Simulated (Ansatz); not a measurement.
# Si(111) with Cl on 50 % of the top atoms and H on the rest: bands and core levels, part 2 of 3

Aim: core-level components, unfolded bands and work function of Si(111) with Cl on 50 % of the top atoms and H on the rest.

Ansatz 0.2.0; DFT, PBE, plane-wave PAW, default files, scalar-relativistic.

So far, gap on the k-mesh (eV): step 2 (relaxation) 1.08.

### 3. Bands by layer (continued)

Maxima picked by a test of local sharpness, so broad peaks and shoulders can be missing; peaks within 0.45 eV of a curve's cut are left out. Valence peaks, by row:

```
photon energy (eV)  binding energy (eV)  height (% of the maximum within 13 eV)  main shell  its share (%)
              21.2                6.513                                   21.28       Cl 3p          45.57
              21.2                5.513                                   25.07       Cl 3p          61.11
              21.2                3.513                                     100       Cl 3p          78.16
              21.2                2.813                                   90.77       Cl 3p           78.2
              21.2                1.663                                   48.65       Cl 3p          64.15
              40.8                15.61                                   21.08       Cl 3s          86.78
              40.8                9.063                                   34.49       Si 3s          63.58
              40.8                6.563                                    45.8       Si 3p          38.92
              40.8                3.563                                     100       Si 3p          42.83
              40.8                2.763                                   96.79       Si 3p          50.06
              40.8                1.613                                   83.49       Si 3p          72.12
              40.8               0.4134                                   19.99       Si 3p          87.55
                60                15.61                                   23.09       Cl 3s          89.41
                60                9.063                                   27.94       Si 3s          61.32
                60                6.563                                   38.96       Si 3p          41.51
                60                3.513                                     100       Cl 3p          52.78
                60                2.763                                   97.71       Cl 3p          48.61
                60                1.663                                   79.72       Si 3p          68.46
                60               0.4134                                   18.71       Si 3p          84.84
              1487                15.61                                   66.27       Cl 3s          94.47
              1487                9.113                                    78.6       Si 3s           87.2
              1487                6.563                                   77.93       Si 3s          71.99
              1487                3.513                                     100       Cl 3p          52.78
              1487                2.763                                   95.56       Cl 3p          49.69
              1487                1.663                                   72.58       Si 3p          57.05
              1487               0.4134                                   15.21       Si 3p          76.41
              9252                15.61                                   94.72       Cl 3s          95.99
              9252                9.163                                     100       Si 3s          93.85
              9252                6.563                                    86.8       Si 3s          88.63
              9252                3.613                                   50.44       Si 3s          50.69
              9252                2.763                                   42.38       Si 3s          40.59
              9252                1.663                                   31.76       Si 3s           41.6
```

The planar mean, electrostatic potential oscillates, so the rows of the table below give means over windows of 1 Å about each position, cut where the curve ends. Its maxima inside the range that stand out by 2 % of the span (Å: eV): 10.4: 2.09, 13.5: 2.07, 16.7: 2.48, 23.2: 5.48. Its minima: 8.9: -11.4, 12.0: -11.3, 15.2: -11.5, 17.5: 0.499.

From the valence-band maximum. Table of planar mean, electrostatic potential by z; means over each step:

```
z (Å)  planar mean, electrostatic potential (eV)
    0                                       4.98
    1                                       4.74
    2                                       4.65
    3                                       4.65
    4                                       4.65
    5                                       4.64
    6                                       4.45
    7                                       2.60
    8                                      -3.97
    9                                      -10.0
   10                                     -0.982
   11                                      -2.44
   12                                      -10.2
   13                                      -2.53
   14                                     -0.881
   15                                      -10.1
   16                                      -4.09
   17                                       1.45
   18                                       2.21
   19                                       5.25
   20                                       5.47
   21                                       5.48
   22                                       5.48
   23                                       5.47
   24                                       5.27
```

Shapes are the site's partial DOS without matrix elements, which overweights lines from ligand s bands. The intensity by emission energy less the core level's binding energy, zero at the valence-band maximum; read off at these points; 7 of 10 lines; values in % of the unpolarised maximum:

```
emission energy less the core level's binding energy (eV)  Cl K-beta  Cl K-beta, E along x  Cl K-beta, E along y  Cl K-beta, E along z  Cl L2,3  Si K-beta  Si K-beta, E along x
                                                   -17.50      0.418                 0.285                 0.282                 0.688     15.1      0.619                 0.471
                                                   -17.00      0.504                 0.308                 0.303                 0.901     26.6      0.782                 0.535
                                                   -16.50      0.632                 0.335                 0.326                  1.23     51.1       1.05                 0.621
                                                   -16.00      0.778                 0.366                 0.352                  1.62     87.0       1.36                 0.727
                                                   -15.50      0.848                 0.396                 0.382                  1.77     97.8       1.51                 0.818
                                                   -15.00      0.808                 0.426                 0.415                  1.58     67.3       1.39                 0.882
                                                   -14.50      0.751                 0.459                 0.453                  1.34     35.6       1.26                 0.963
                                                   -14.00      0.742                 0.499                 0.497                  1.23     19.3       1.26                  1.10
                                                   -13.50      0.782                 0.547                 0.547                  1.25     11.7       1.39                  1.30
                                                   -13.00      0.861                 0.605                 0.606                  1.37     7.85       1.65                  1.62
                                                   -12.50      0.983                 0.672                 0.675                  1.60     5.72       2.12                  2.13
                                                   -12.00       1.16                 0.753                 0.758                  1.98     4.53       2.97                  3.02
                                                   -11.50       1.43                 0.851                 0.859                  2.59     4.00       4.44                  4.58
                                                   -11.00       1.82                 0.971                 0.984                  3.52     3.99       6.66                  6.96
                                                   -10.50       2.36                  1.12                  1.14                  4.83     4.30       9.42                  9.95
                                                   -10.00       3.08                  1.31                  1.33                  6.59     4.74       12.3                  13.2
                                                    -9.50       3.97                  1.55                  1.57                  8.78     5.11       14.9                  16.1
                                                    -9.00       5.01                  1.85                  1.87                  11.3     5.24       16.0                  17.6
                                                    -8.50       6.24                  2.24                  2.24                  14.2     5.04       15.9                  17.5
                                                    -8.00       7.79                  2.78                  2.76                  17.8     4.78       15.9                  17.4
                                                    -7.50       9.96                  3.62                  3.54                  22.7     4.58       18.3                  19.1
                                                    -7.00       13.2                  4.91                  4.76                  29.9     4.76       24.2                  23.5
                                                    -6.50       17.4                  6.75                  6.49                  38.8     5.06       29.4                  27.7
                                                    -6.00       22.1                  9.41                  9.06                  47.9     4.68       29.2                  27.4
                                                    -5.50       28.1                  14.4                  14.0                  56.0     4.27       27.7                  25.4
                                                    -5.00       38.5                  26.1                  25.4                  64.0     3.33       31.9                  29.4
                                                    -4.50       58.2                  50.4                  50.5                  73.6     2.98       47.4                  43.4
                                                    -4.44       61.0                  54.2                  54.6                  74.1     2.95       49.7                  45.5
                                                    -4.00       81.4                  86.4                  91.3                  66.4     2.23       66.6                  61.8
                                                    -3.50       98.0                   120                   128                  46.5     1.31       79.1                  76.9
                                                    -3.24       99.9                   129                   133                  37.1     1.00       83.7                  82.7
                                                    -3.00       96.8                   130                   130                  30.2    0.817       88.2                  87.9
                                                    -2.50       79.1                   109                   108                  20.0    0.624       96.7                  98.6
                                                    -2.00       57.8                  79.2                  79.1                  15.2    0.586       99.9                   102
                                                    -1.50       40.8                  55.8                  54.2                  12.5    0.584       90.9                  91.8
                                                    -1.00       24.9                  34.6                  31.7                  8.43    0.461       64.8                  70.7
                                                    -0.50       13.7                  19.4                  16.8                  4.80    0.333       38.3                  46.9
                                                     0.00       7.83                  10.9                  9.50                  3.05    0.286       20.3                  25.9
                                                     0.50       4.93                  6.56                  5.98                  2.24    0.261       9.65                  11.7
                                                     1.00       3.46                  4.42                  4.19                  1.76    0.241       5.27                  5.96
```

Broadened DOS, unweighted empty DOS against E, zero at the valence-band maximum; read off at these points:

E (eV), broadened DOS, unweighted empty DOS (states/eV/cell) and a bar:
```
    -0.94        0.0 
    -0.84        0.0 
    -0.64        0.0 
    -0.54        0.0 
    -0.34        0.0 
    -0.24        0.0 
    -0.14        0.0 
    -0.04        0.0 
     0.06        0.0 
     0.16        0.0 
     0.26        0.0 
     0.46        0.0 
     0.56        0.1 
     0.76        0.7 #
     0.86        1.3 #
     0.96        2.2 ##
     1.16        3.6 ####
     1.26        3.8 ####
     1.36        4.0 ####
     1.56        5.7 ######
     1.66        7.7 ########
     1.86       12.1 #############
     1.96       13.4 ##############
     2.06       13.9 ###############
     2.26       13.7 ##############
     2.36       14.0 ###############
     2.46       14.8 ################
     2.66       17.3 ##################
     2.76       18.4 ###################
     2.96       19.5 #####################
     3.06       19.6 #####################
     3.16       19.7 #####################
     3.36       20.4 #####################
     3.46       20.6 ######################
     3.56       20.2 #####################
     3.76       18.3 ###################
     3.86       18.6 ####################
     4.06       24.4 ##########################
     4.16       28.5 ##############################
```

The spectra weight each projected shell by its atomic cross section (Dirac–Hartree–Slater) and angular factor, for unpolarised light with the analyser at 45° from the beam. Broadening, on top of any smearing of the DOS itself: a Gaussian of 0.3 eV and a Lorentzian of 0.05 eV plus 0.08 times the binding energy (full widths), Fermi edge at 20 K. Each atom is damped by exp[−depth/(λ cos θ)], θ = 0° from the normal, λ from the universal curve. Curves are cut 10 eV under the photon energy, above any shell that the free atom's threshold puts out of reach, or at the lower edge of the window: 11.2 eV at 21.2 eV, 17.6 eV at 40.8 eV, 17.6 eV at 60 eV, 17.6 eV at 1486.7 eV and 17.6 eV at 9251.7 eV. Dipole terms alone, which is rough above 3 keV; no background, satellites or final-state effects.

How the area divides among the shells (%):

```
shell  21.2 eV  40.8 eV  60 eV  1486.7 eV  9251.7 eV
Cl 3s      0.0      7.6    9.2       17.6       26.3
Cl 3p     65.2     19.6   28.1       17.8        5.7
 H 1s     15.1      8.3    2.9        0.1        0.0
Si 3s      4.5     21.1   17.6       44.4       62.3
Si 3p     15.1     43.4   42.1       20.1        5.7
```

Regions along c: top from 15.2 to 21.6 Å, middle from 9.9 to 14.8 Å, bottom from 3.0 to 9.5 Å.

States with weight above 0.08 nearest the zero at K of the zone, within the window kept, -7.5 to 5.0 eV (levels that the program groups as degenerate share a row):

```
E (eV)  weight, total  weight, top  weight, middle  weight, bottom
 -2.73           0.14         0.07            0.04            0.01
 -2.40           0.15         0.04            0.09            0.01
 -2.24           0.88         0.10            0.50            0.22
 -2.14           0.58         0.15            0.37            0.05
 -1.73           0.27         0.14            0.11            0.01
  2.13           0.81         0.16            0.55            0.09
  2.55           0.58         0.07            0.32            0.15
  2.59           0.47         0.09            0.25            0.10
  2.64           0.78         0.11            0.41            0.20
  2.76           0.31         0.06            0.16            0.07
```

States with weight above 0.08 nearest the zero at Γ of the zone, within the window kept, -7.5 to 5.0 eV (levels that the program groups as degenerate share a row):

```
E (eV)  weight, total  weight, top  weight, middle  weight, bottom
 -1.33           0.94         0.16            0.52            0.21
 -0.87           0.99         0.07            0.68            0.16
 -0.86           0.99         0.06            0.68            0.17
 -0.45           0.98         0.21            0.20            0.40
 -0.43           0.98         0.20            0.20            0.42
 -0.02           0.99         0.17            0.46            0.26
  0.00           0.98         0.18            0.45            0.24
  1.64           0.15         0.07            0.06            0.01
  1.73           0.14         0.03            0.07            0.01
  1.83           0.78         0.09            0.48            0.14
```

States with weight above 0.08 nearest the zero at M of the zone, within the window kept, -7.5 to 5.0 eV (levels that the program groups as degenerate share a row):

```
E (eV)  weight, total  weight, top  weight, middle  weight, bottom
 -1.77           0.50         0.11            0.13            0.20
 -1.76           0.50         0.11            0.25            0.11
 -1.30           0.50         0.10            0.23            0.12
 -1.23           0.50         0.13            0.22            0.09
  1.08           0.50         0.06            0.33            0.07
  1.10           0.50         0.05            0.32            0.09
  1.57           0.50         0.10            0.28            0.09
  1.73           0.50         0.11            0.17            0.14
  1.73           0.50         0.11            0.09            0.22
  1.81           0.50         0.09            0.20            0.17
```

The largest force component on a free atom is 0.016 eV/Å, so the atoms are at rest for these settings too.

(Part 2 of 3 ends here.)

[Logs are printed without paths, hosts, clocks, repeated set-up lines and the standing remarks that a program may print on its own settings, such as how far it seeks lower states.]

[Hosts, paths, dates, database ids (printed as entryN), source tags and the programs' standing remarks are cut or masked in the printed files.]

[Maps of the electrostatic potential energy from Ansatz leave out the sawtooth potential of an applied field or a dipole correction, so their vacuum need not be flat; work functions include it.]
